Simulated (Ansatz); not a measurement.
# What Tl2S (model cell, started as cuprite) distorts into

Which phase does Tl2S (model cell, started as cuprite) fall into along its unstable mode, and how much energy does it gain?

Calculated with Ansatz 0.2.0; DFT PBEsol, scalar-relativistic, plane waves, PAW.

The structure was built from a prototype and need not be the compound's stable phase.

### 1. Set-up

Symmetry: Pn-3m, No. 224, cubic system. The conventional cell has a = 6.637 Å, b = 6.637 Å, c = 6.637 Å, α = 90.00°, β = 90.00°, γ = 90.00°. S has 4 Tl at 2.87 Å nearest. Nearest to Tl lie 2 S at 2.87 Å. Farther neighbours and most contacts between anions are not listed.

### 2. The dispersion

The cell comes from relaxations at this level that are not shown. Stability and thermal properties need the whole zone. Linear response on a 2×2×2 q mesh gives force constants as far as a supercell of that size would.

Input file input.yaml:

```yaml
crystal:
  lattice:
    - [6.6368285313, 0.0, 0.0]
    - [0.0, 6.6368285313, 0.0]
    - [0.0, 0.0, 6.6368285313]
  atoms:
    - { symbol: S, position: [0.0, 0.0, 0.0] }
    - { symbol: S, position: [0.5, 0.5, 0.5] }
    - { symbol: Tl, position: [0.25, 0.25, 0.25] }
    - { symbol: Tl, position: [0.75, 0.75, 0.25] }
    - { symbol: Tl, position: [0.75, 0.25, 0.75] }
    - { symbol: Tl, position: [0.25, 0.75, 0.75] }
kpoints:
  mp_grid: { grid: [6, 6, 6] }
hamiltonian:
  xc: pbesol
scf:
  occupations: { method: methfessel_paxton, width: 0.2 }
output:
  eigenvalues: true
phonons:
  method: dfpt
  qmesh: [2, 2, 2]
  temperatures: { t_max: 1000, t_step: 50 }
  qpath:
    path:
      - [[0.0, 0.0, 0.0], [0.0, 0.5, 0.0], [0.5, 0.5, 0.0], [0.0, 0.0, 0.0], [0.5, 0.5, 0.5], [0.0, 0.5, 0.0]]
      - [[0.5, 0.5, 0.5], [0.5, 0.5, 0.0]]
    npoints: 10
```

Started as:

```bash
$ ansatz run input.yaml --threads 8 --pin off --max-ram 14336MiB --backend cpu --events-out ev --progress --plain --runs-dir out
```

Numbers of over 12 decimals in the logs are rounded to 6 here.

The program printed:

```text
Warning: phonons: the dynamical matrix that this run interpolates holds no multipole term above the dipole-dipole one, and a site of this crystal is no centre of inversion, so its interpolated transverse optical and acoustic branches and sound speeds can stay off near Gamma, and the density of states and the thermodynamics with them. What a run solves at a wave vector of phonons.qpoints, Gamma apart, where the deck admits one, is free of this, and under fd what a larger phonons.supercell samples
Engine: ansatz 0.2.0, aarch64-unknown-linux-gnu
Pseudopotentials: kind: paw
Pseudopotential: S, paw, valence charge 6, recommended cutoff 420 eV (normal), S.paw.azcp
Pseudopotential: Tl, paw, valence charge 13, recommended cutoff 420 eV (normal), Tl.paw.azcp
Functional definition: PBEsol
  exchange = pbesol_x
  correlation = pbesol_c
Crystal: 6 atoms, lattice volume = 292.336 Å³
Basis set: ecut = 420 eV, 5695 PW (Γ), exchange–correlation on 96×96×96 points (8 copies of the dense FFT grid, shifted against one another)
Bands: 39, of which v1, the nominal top of the filled ones, is band 32 counted from 1 (31 counted from 0)
Symmetry: 48 space group operations
k-points: 20 of 216
Non-local potential: S, projectors of the file, l = 0: 2, l = 1: 2, l = 2: 2
Non-local potential: Tl, projectors of the file, l = 0: 2, l = 1: 2, l = 2: 2, l = 3: 1
PAW form: soft (Blöchl's): semilocal exchange-correlation on the pseudo side does not see the compensation charge
PAW frozen core: S, regenerated for the run's functional, and the local potential with it (the file was generated under x = pbe(κ = 0.804, μ = 0.219515), c = pbe(β = 0.066725))
PAW frozen core: Tl, regenerated for the run's functional, and the local potential with it (the file was generated under x = pbe(κ = 0.804, μ = 0.219515), c = pbe(β = 0.066725))
PAW one-centre angular grid: S, 110 points (default); XC on 64 Gauss nodes
PAW one-centre angular grid: Tl, 590 points (default); XC on 64 Gauss nodes
Initial density: superposition of atomic densities (neutral atoms: chi_scale 0, normalization atom), corrected by the library's trained network
Initial wavefunctions: pseudopotential atomic-orbital guess
Functional: x = pbesol(κ = 0.804, μ = 0.123457), c = pbesol(β = 0.046)
SCF iter   1: F=—  HF=-46950.588735 eV  |F-HF|=—  |Δ(HF+E_count)|=         —  Δρ=2.81e-3  dr2=4.33e-2  ethr=1.77e-3  ⟨swp⟩=6.2  Hψ=2939  notcnv=0
preconditioner: auto → LDOS  [metal: Δε(μ)=0.003 eV  Ē_g=10.626 eV  σ=0.200 eV  W_gap=0.01  n_scr=56 (ndim 8)  ℏωp=17.4 eV  f_vac=0.166  D(μ)=2.13/eV (n_scr^D=6)  β→1.0]
SCF iter   2: F=—  HF=-46950.612894 eV  |F-HF|=—  |Δ(HF+E_count)|=   2.42e-2  S|Δr|=    0.00e0  Δρ=9.04e-4  dr2=4.50e-3  ethr=6.76e-5  ⟨swp⟩=2.2  Hψ=1415  notcnv=0
SCF iter   3: F=—  HF=-46950.613230 eV  |F-HF|=—  |Δ(HF+E_count)|=   3.36e-4  S|Δr|=    0.00e0  Δρ=3.24e-4  dr2=7.61e-4  ethr=7.03e-6  ⟨swp⟩=2.4  Hψ=1391  notcnv=0
SCF iter   4: F=—  HF=-46950.613273 eV  |F-HF|=—  |Δ(HF+E_count)|=   4.26e-5  S|Δr|=    0.00e0  Δρ=1.40e-4  dr2=1.08e-4  ethr=1.19e-6  ⟨swp⟩=2.0  Hψ=883  notcnv=0
SCF iter   5: F=—  HF=-46950.613275 eV  |F-HF|=—  |Δ(HF+E_count)|=   1.83e-6  S|Δr|=    0.00e0  Δρ=3.01e-5  dr2=7.43e-6  ethr=1.69e-7  ⟨swp⟩=2.0  Hψ=929  notcnv=0
SCF iter   6: F=—  HF=-46950.613280 eV  |F-HF|=—  |Δ(HF+E_count)|=   5.47e-6  S|Δr|=    0.00e0  Δρ=5.96e-6  dr2=1.91e-7  ethr=1.16e-8  ⟨swp⟩=2.0  Hψ=951  notcnv=0
SCF iter   7: F=—  HF=-46950.613227 eV  |F-HF|=—  |Δ(HF+E_count)|=   5.28e-5  S|Δr|=    0.00e0  Δρ=7.28e-7  dr2=3.25e-9  ethr=2.98e-10  ⟨swp⟩=3.0  Hψ=1425  notcnv=0
SCF iter   8: F=—  HF=-46950.613227 eV  |F-HF|=—  |Δ(HF+E_count)|=   2.84e-9  S|Δr|=    0.00e0  Δρ=2.06e-7  dr2=1.41e-10  ethr=5.07e-12  ⟨swp⟩=2.0  Hψ=1400  notcnv=0
SCF iter   9: F=-46950.613227 eV  HF=-46950.613227 eV  |F-HF|=2.91e-11  |Δ(HF+E_count)|=  6.55e-11  S|Δr|=    0.00e0  Δρ=2.51e-8  dr2=1.43e-12  ethr=1.00e-12  ⟨swp⟩=10.8  Hψ=3943  notcnv=0
SCF 1 converged in 9 iterations: F = -46950.613227 eV  dr2 = 1.43e-12
  greatest PAW one-centre occupation: 0.966 electrons in one spin orbital (limit 2), on the Tl atom at site 4 (counted from 0), in its partial waves of l = 2
Initial density: read from a saved state, or passed on in memory by an earlier SCF of this step, an earlier step, the calling program or the single point that the run made first
iter 1 solved again at ethr=2.74e-8 eV; its pass at ethr=3.10e-3 eV (dr2=1.75e-5 eV) is discarded
SCF iter   1: F=—  HF=-46950.613276 eV  |F-HF|=—  |Δ(HF+E_count)|=         —  Δρ=2.58e-7  dr2=1.56e-10  ethr=2.74e-8  ⟨swp⟩=3.7  Hψ=5425  notcnv=0
eigensolver tolerance schedule: the retry pair's looser diagonalisation over-reported the residual by 112447.07 of it (diagonalisation noise at 142.36 of the residual, at the tolerance the schedule requests for it); recorded, not acted on — ethr = c·dr2/N_el stays at c = 1.0e-1
preconditioner: auto → LDOS  [metal: Δε(μ)=0.026 eV  Ē_g=10.634 eV  σ=0.200 eV  W_gap=0.11  n_scr=56 (ndim 8)  ℏωp=17.4 eV  f_vac=0.221  D(μ)=2.09/eV (n_scr^D=6)  β→1.0]
SCF iter   2: F=—  HF=-46950.613227 eV  |F-HF|=—  |Δ(HF+E_count)|=   4.90e-5  S|Δr|=    0.00e0  Δρ=2.87e-7  dr2=1.97e-10  ethr=1.00e-12  ⟨swp⟩=3.1  Hψ=2075  notcnv=0
SCF iter   3: F=—  HF=-46950.613227 eV  |F-HF|=—  |Δ(HF+E_count)|=  8.00e-11  S|Δr|=    0.00e0  Δρ=1.36e-7  dr2=4.27e-11  ethr=1.00e-12  ⟨swp⟩=1.0  Hψ=780  notcnv=0
SCF iter   4: F=—  HF=-46950.613227 eV  |F-HF|=—  |Δ(HF+E_count)|=  1.46e-11  S|Δr|=    0.00e0  Δρ=9.34e-8  dr2=2.03e-11  ethr=1.00e-12  ⟨swp⟩=1.0  Hψ=780  notcnv=0
SCF iter   5: F=-46950.613227 eV  HF=-46950.613227 eV  |F-HF|=0.00e0  |Δ(HF+E_count)|=    0.00e0  S|Δr|=    0.00e0  Δρ=2.71e-8  dr2=2.04e-12  ethr=1.00e-12  ⟨swp⟩=1.6  Hψ=1726  notcnv=0
SCF 2 converged in 5 iterations: F = -46950.613227 eV  dr2 = 2.04e-12
phonons: the bands overlap, so this run is a metal and interpolates without the dipole-dipole term. If the crystal is really an insulator or semiconductor, its LO-TO splitting is missing
NSCF: frozen V_eff on 20 k-points
NSCF: frozen V_eff on 68 k-points
DFPT response loops at q = (0, 0, 0) (fractional): preconditioner auto → none (partly filled bands, converged f_vac=0.221); β = 0.50; Broyden in place of MSR1
NSCF: frozen V_eff on 224 k-points
DFPT response loops at q = (0, 0, -0.5) (fractional): mixed as the last ones told, above
NSCF: frozen V_eff on 224 k-points
DFPT response loops at q = (0, -0.5, -0.5) (fractional): mixed as the last ones told, above
NSCF: frozen V_eff on 136 k-points
DFPT response loops at q = (-0.5, -0.5, -0.5) (fractional): mixed as the last ones told, above
SCF converged after 9 iterations
Stability not checked: this state was not tested for a lower state beside it, because cold or Methfessel-Paxton smearing, or corrected tetrahedra, fill the levels in a way that the test cannot read (fill_not_monotonic; see scf.lower_state_search)
Free energy (F): -46950.613227 eV
Harris-Foulkes:  -46950.613227 eV  (|F-HF|=2.91e-11)
Internal energy: -46950.640687 eV  (E = F + TS)
E sigma→0 (E₀):  -46950.620092 eV
Entropy (-TS):   0.027460 eV (4.577 meV/atom)
Fermi energy:    3.013351 eV
Step filling:    the computed levels leave a gap of 0.0000 eV = 0.0 smearing widths at the electron count; against every level under it full and every level over it empty, smearing changes F+E_penalty+E_count by +10.211 meV and its σ→0 estimate by +3.346 meV
--- Per-component energies (eV) ---
  E_band       = -360.973592
  E_kinetic    = 1536.953783
  E_local      = -5739.376165  (includes V_loc(G=0)·N_el)
  E_nonlocal   = 1337.057031
  E_hartree    = 2167.692925
  E_xc         = -1103.921849
  E_vxc        = -737.452712  (∫ρ·V_xc dr)
  E_paw        = -41231.360589  (= ΣΔE_a)
  E_vpaw       = -1093.541555  (= ΣTr[D̂ρ^β])
  E_aug_tail   = 0.000135  (compensation charges beyond the density's cutoff)
  E_ewald      = -3917.962918
  E_core_change = 0.276959  (= ΣΔE_core)
  E_smearing   = 0.027460  (= −TS)
  E_closure    = 0.000000  (closes the sum)
  Σ components = -46950.613227   (vs F -46950.613227, Δ=0.00e0)
--- Band table (eV; the first three rows and the last of 20) ---
  k-point 0: bands = [... 28 lower, 0.6679, 2.9893, 2.9893, 3.0154, 3.0154, 3.0154, 5.3800, 5.3800, ... 3 higher]
  k-point 1: bands = [... 28 lower, 0.8512, 2.8161, 2.9465, 2.9465, 3.0879, 3.2175, 5.0637, 5.4111, ... 3 higher]
  k-point 2: bands = [... 28 lower, 1.3077, 2.4212, 2.8283, 2.8283, 3.3787, 3.6938, 4.4435, 5.2376, ... 3 higher]
  k-point 19: bands = [... 28 lower, 0.3466, 3.0208, 3.0208, 3.0208, 3.7460, 3.7460, 3.7460, 5.6985, ... 3 higher]
--- Phonons (Γ-DFPT): 2 representative perturbations + reference (Σ response iterations 6) ---
  ASR residual: 2.306e-5 → 0.000e0 eV/Å²; symmetrization residual: 3.442e-6 eV/Å²
  ASR residual per site (eV/Å²): 2.31e-5 2.31e-5 2.05e-5 2.05e-5 2.05e-5 2.05e-5
  Γ frequencies (cm⁻¹): -147.16 -147.16 -147.16 -44.43 -44.43 -44.43 -28.69 -28.69 0.00 0.00 0.00 14.36 14.36 14.36 82.34 82.34 82.34 82.66
--- Phonons (arbitrary-q DFPT): 4 irreducible q on the 2×2×2 mesh ---
  q = [0.0000, 0.0000, 0.0000] (star 1, of the zone-centre solve; hermiticity 4.35e-6, symmetrization 1.53e-12): -147.16 -147.16 -147.16 -44.43 -44.43 -44.43 -28.69 -28.69 -0.00 -0.00 0.00 14.36 14.36 14.36 82.34 82.34 82.34 82.66
  q = [0.0000, 0.0000, -0.5000] (star 3, 4 solved perturbations in 284 linear systems a pass and spin channel, the states on 112 of 216 k-point pairs; hermiticity 1.44e-5, symmetrization 1.76e-11): -75.32 -75.32 -43.52 -43.52 -35.75 -35.75 -25.46 -25.46 -24.98 -24.98 16.51 16.51 56.36 56.36 97.21 97.21 127.04 127.04
  q = [0.0000, -0.5000, -0.5000] (star 3, 4 solved perturbations in 284 linear systems a pass and spin channel, the states on 112 of 216 k-point pairs; hermiticity 1.43e-5, symmetrization 3.43e-12): -86.38 -86.38 -42.43 -42.43 -42.03 -42.03 -30.73 -30.73 -30.31 -30.31 13.01 13.01 58.68 58.68 76.31 76.31 133.08 133.08
  q = [-0.5000, -0.5000, -0.5000] (star 1, 2 solved perturbations in 108 linear systems a pass and spin channel, the states on 68 of 216 k-point pairs; hermiticity 5.94e-6, symmetrization 1.28e-11): -129.51 -129.51 -129.51 -40.93 -40.93 -40.93 -20.47 -20.47 -18.70 -18.70 -18.70 17.89 17.89 17.89 87.68 117.15 117.15 117.15
  sum rule: each row above includes the acoustic sum rule's correction from the zone centre's row sums; it moved no ω² by more than (0.44 cm⁻¹)²
  mesh force constants: q→R imaginary residual 3.11e-17; ASR residual 2.306e-5 → 0.000e0 eV/Å²; symmetrization residual 8.882e-16 eV/Å²
  interpolated dispersion: 62 rows × 18 modes
  density of states and harmonic sums: on the 10×10×10 q-mesh, interpolated from the force constants of a 2×2×2 supercell (no non-analytic term)
  largest difference from the sums on the solved wave vectors: F 9.09e-2 eV, S 1.07e-4 and C_V 2.05e-5 eV/K
  zero-point energy: 0.033140 eV/cell   skipped modes (ω ≤ 0): 567, of them read as no rigid motion or as one in doubt: 564 (1.006e1 modes/cell left out, lowest -147.16 cm⁻¹)   left out of the sums: 5.59e-1 of the cell's modes: C_V's classical limit lies that fraction below 3 k_B per atom; for a crystal, a wire or a layer, F and S can be off by more, and a phonons.interpolated_qmesh denser along its periods is the remedy for the sampling
```

The job ended after 4.4 min (8 threads of Arm Neoverse N1, shared host; peak memory 3.3 GiB; 34 min of CPU time).

Numbers from this step:

```
volume per atom                                         : 48.72 Å³
gap on the k-mesh                                       : 0 eV
sum-rule residual before enforcement                    : 2.31e-5 eV/Å²
lowest frequency on the path                            : -147.2 cm⁻¹
point group                                             : m-3m
highest frequency on the path or at a solved wavevector : 134.1 cm⁻¹
highest optical mode at the zone centre (no LO-TO term) : 82.66 cm⁻¹
lowest optical zone-centre mode                         : -147.2 cm⁻¹
lowest mode on the q mesh (acoustic modes at Γ apart)   : -147.2 cm⁻¹
```

Frequencies (cm⁻¹) solved at each irreducible wavevector; negative means imaginary. Frequencies by wavevector, by row:

```csv
q in reciprocal lattice units,star,mode 1,mode 2,mode 3,mode 4,mode 16,mode 17,mode 18
0 0 0,1,-147.2,-147.2,-147.2,-44.4,82.3,82.3,82.7
0 0 -0.5,3,-75.3,-75.3,-43.5,-43.5,97.2,127,127
0 -0.5 -0.5,3,-86.4,-86.4,-42.4,-42.4,76.3,133.1,133.1
-0.5 -0.5 -0.5,1,-129.5,-129.5,-129.5,-40.9,117.2,117.2,117.2
```

Interpolated from a 2×2×2 q mesh. The phonon branches at the labelled points (cm⁻¹):

```csv
point,branch 1,branch 2,branch 3,branch 4,branch 15,branch 16,branch 17,branch 18
Γ,-147,-147,-147,-44,82,82,82,83
halfway,-118,-118,-100,-44,69,108,108,109
X,-75,-75,-44,-44,97,97,127,127
halfway,-77,-77,-48,-48,86,86,131,131
M,-86,-86,-42,-42,76,76,133,133
halfway,-104,-99,-68,-44,67,100,118,127
Γ,-147,-147,-147,-44,82,82,82,83
halfway,-102,-102,-55,-42,74,99,126,126
R,-130,-130,-130,-41,88,117,117,117
halfway,-100,-94,-77,-40,74,110,126,130
X,-75,-75,-44,-44,97,97,127,127
jump to R,-130,-130,-130,-41,88,117,117,117
halfway,-111,-111,-101,-40,80,111,126,126
M,-86,-86,-42,-42,76,76,133,133
```

Symmetry leaves 4 wavevectors to solve. The lowest mode among them, the acoustic zeros apart, lies at Γ and is imaginary, 147.2i cm⁻¹, so the energy falls along it.

### 3. The mode frozen in, largest atomic shift 0 Å

The mode followed lies at q = (-0.5, -0.5, -0.5) with frequency 129.5i cm⁻¹ and is 3-fold degenerate, one of the unstable modes though not the softest. At small amplitude the distorted cell has space group no. 141 by a symmetry search on the positions. The undistorted cell that holds it gives the zero of energy on the same k mesh.

System of this step: Tl2S (model cell, started as cuprite). The structure is cubic, space group Pn-3m (No. 224). The conventional cell has a = 6.637 Å, b = 6.637 Å, c = 6.637 Å, α = 90.00°, β = 90.00°, γ = 90.00°. Nearest to S lie 4 Tl at 2.87 Å. Nearest to Tl lie 2 S at 2.87 Å. Farther neighbours and most contacts between anions are not listed.

Input file input.yaml:

```yaml
crystal:
  lattice:
    - [6.6368285313, 6.6368285313, 0.0]
    - [6.6368285313, 0.0, 6.6368285313]
    - [6.6368285313, 0.0, -6.6368285313]
  atoms:
    - { symbol: S, position: [0.0, 0.0, 0.0] }
    - { symbol: S, position: [0.0, 0.5, 0.5] }
    - { symbol: S, position: [0.5, 0.25, 0.75] }
    - { symbol: S, position: [0.5, 0.75, 0.25] }
    - { symbol: Tl, position: [0.25, 0.125, 0.875] }
    - { symbol: Tl, position: [0.25, 0.625, 0.375] }
    - { symbol: Tl, position: [0.75, 0.125, 0.875] }
    - { symbol: Tl, position: [0.75, 0.625, 0.375] }
    - { symbol: Tl, position: [0.25, 0.625, 0.875] }
    - { symbol: Tl, position: [0.25, 0.125, 0.375] }
    - { symbol: Tl, position: [0.75, 0.125, 0.375] }
    - { symbol: Tl, position: [0.75, 0.625, 0.875] }
kpoints:
  mp_grid: { grid: [6, 6, 6] }
hamiltonian:
  xc: pbesol
scf:
  occupations: { method: methfessel_paxton, width: 0.2 }
output:
  forces: true
  stress: true
  eigenvalues: true
```

The program printed:

```text
[...]
Crystal: 12 atoms, lattice volume = 584.671 Å³
Basis set: ecut = 420 eV, 11527 PW (Γ), exchange–correlation on 128×128×128 points (8 copies of the dense FFT grid, shifted against one another)
Bands: 77, of which v1, the nominal top of the filled ones, is band 64 counted from 1 (63 counted from 0)
Symmetry: 96 space group operations
[...]
k-points: 16 of 216
[...]
k-point 0: bands = [... 60 lower, 3.0156, 3.0156, 3.0156, 3.0210, 3.0210, 3.0210, 3.7460, 3.7460, ... 9 higher]
  k-point 1: bands = [... 60 lower, 2.9243, 2.9243, 2.9612, 2.9612, 3.1409, 3.1409, 3.7868, 3.7868, ... 9 higher]
  k-point 2: bands = [... 60 lower, 2.8280, 2.8280, 2.8480, 2.8480, 3.4304, 3.4304, 3.8425, 3.8425, ... 9 higher]
  k-point 15: bands = [... 60 lower, 2.5712, 2.5712, 2.7062, 2.7062, 3.9351, 3.9351, 4.1747, 4.1747, ... 9 higher]
[key lines of the parts left out:]
SCF converged after 7 iterations
Free energy (F): -93901.226132 eV
Fermi energy:    3.014075 eV
P = ⅓ Tr σ = -0.0038 GPa (-0.038 kbar)
```

Wall time 9.8 s (8 threads); peak memory 2.3 GiB; 73 s of CPU time.

Numbers from this step:

| Item | Value |
| --- | --- |
| pressure | -0.003825 GPa |
| energy from the undistorted cell | 0 meV/atom |

The run ends at a pressure of 0.00 GPa.

### 4. The mode frozen in, largest atomic shift 0.6 Å

The atoms are moved along the unstable eigenvector, the largest shift by 0.6 Å, with the cell fixed.

Input file input.yaml:

```yaml
crystal:
  lattice:
    - [6.6368285313, 6.6368285313, 0.0]
    - [6.6368285313, 0.0, 6.6368285313]
    - [6.6368285313, 0.0, -6.6368285313]
  atoms:
    - { symbol: S, position: [-0.0904046258, 0.0452023129, 0.0452023129] }
    - { symbol: S, position: [0.0904046258, 0.4547976871, 0.4547976871] }
    - { symbol: S, position: [0.4095953742, 0.2952023129, 0.7952023129] }
    - { symbol: S, position: [0.5904046258, 0.7047976871, 0.2047976871] }
    - { symbol: Tl, position: [0.258137737, 0.1201267457, 0.8709311315] }
    - { symbol: Tl, position: [0.241862263, 0.6298732543, 0.3790688685] }
    - { symbol: Tl, position: [0.758137737, 0.1209311315, 0.8701267457] }
    - { symbol: Tl, position: [0.741862263, 0.6290688685, 0.3798732543] }
    - { symbol: Tl, position: [0.258137737, 0.6217355173, 0.8709311315] }
    - { symbol: Tl, position: [0.241862263, 0.1282644827, 0.3790688685] }
    - { symbol: Tl, position: [0.758137737, 0.1209311315, 0.3717355173] }
    - { symbol: Tl, position: [0.741862263, 0.6290688685, 0.8782644827] }
kpoints:
  mp_grid: { grid: [6, 6, 6] }
hamiltonian:
  xc: pbesol
scf:
  occupations: { method: methfessel_paxton, width: 0.2 }
output:
  forces: true
  stress: true
  eigenvalues: true
```

The program printed:

```text
[...]
Crystal: 12 atoms, lattice volume = 584.671 Å³
Basis set: ecut = 420 eV, 11527 PW (Γ), exchange–correlation on 128×128×128 points (8 copies of the dense FFT grid, shifted against one another)
Bands: 77, of which v1, the nominal top of the filled ones, is band 64 counted from 1 (63 counted from 0)
Symmetry: 16 space group operations
[...]
k-points: 30 of 216
[...]
k-point 0: bands = [... 60 lower, 2.6099, 2.6099, 2.6548, 2.6548, 2.9463, 3.8770, 3.8770, 4.0721, ... 6 higher]
  k-point 1: bands = [... 60 lower, 2.5517, 2.5730, 2.6300, 2.6454, 3.0350, 3.8707, 3.8903, 4.1241, ... 6 higher]
  k-point 2: bands = [... 60 lower, 2.4574, 2.5063, 2.5763, 2.6134, 3.2251, 3.8785, 3.9191, 4.2415, ... 6 higher]
  k-point 29: bands = [... 60 lower, 2.3694, 2.3694, 2.5272, 2.5272, 3.7875, 3.7875, 4.0769, 4.0769, ... 6 higher]
[key lines of the parts left out:]
SCF converged after 8 iterations
Free energy (F): -93901.617850 eV
Fermi energy:    2.752847 eV
P = ⅓ Tr σ = 0.8193 GPa (8.193 kbar)
```

Wall time 20 s (8 threads); peak memory 2.6 GiB; 2.6 min of CPU time.

This step gave:

```
pressure                         : 0.8193 GPa
gap on the k-mesh                : 0.2865 eV
energy from the undistorted cell : -32.54 meV/atom
```

The energy, extrapolated to zero smearing, is -32.54 meV/atom against the undistorted cell.

The run ends at a pressure of 0.82 GPa, with forces up to 0.54 eV/Å.

(Continued in part 2 of 2.)

[Logs are printed without paths, hosts, clocks, repeated set-up lines and the standing remarks that a program may print on its own settings, such as how far it seeks lower states.]

[Hosts, paths, dates, database ids (printed as entryN), source tags and the programs' standing remarks are cut or masked in the printed files.]
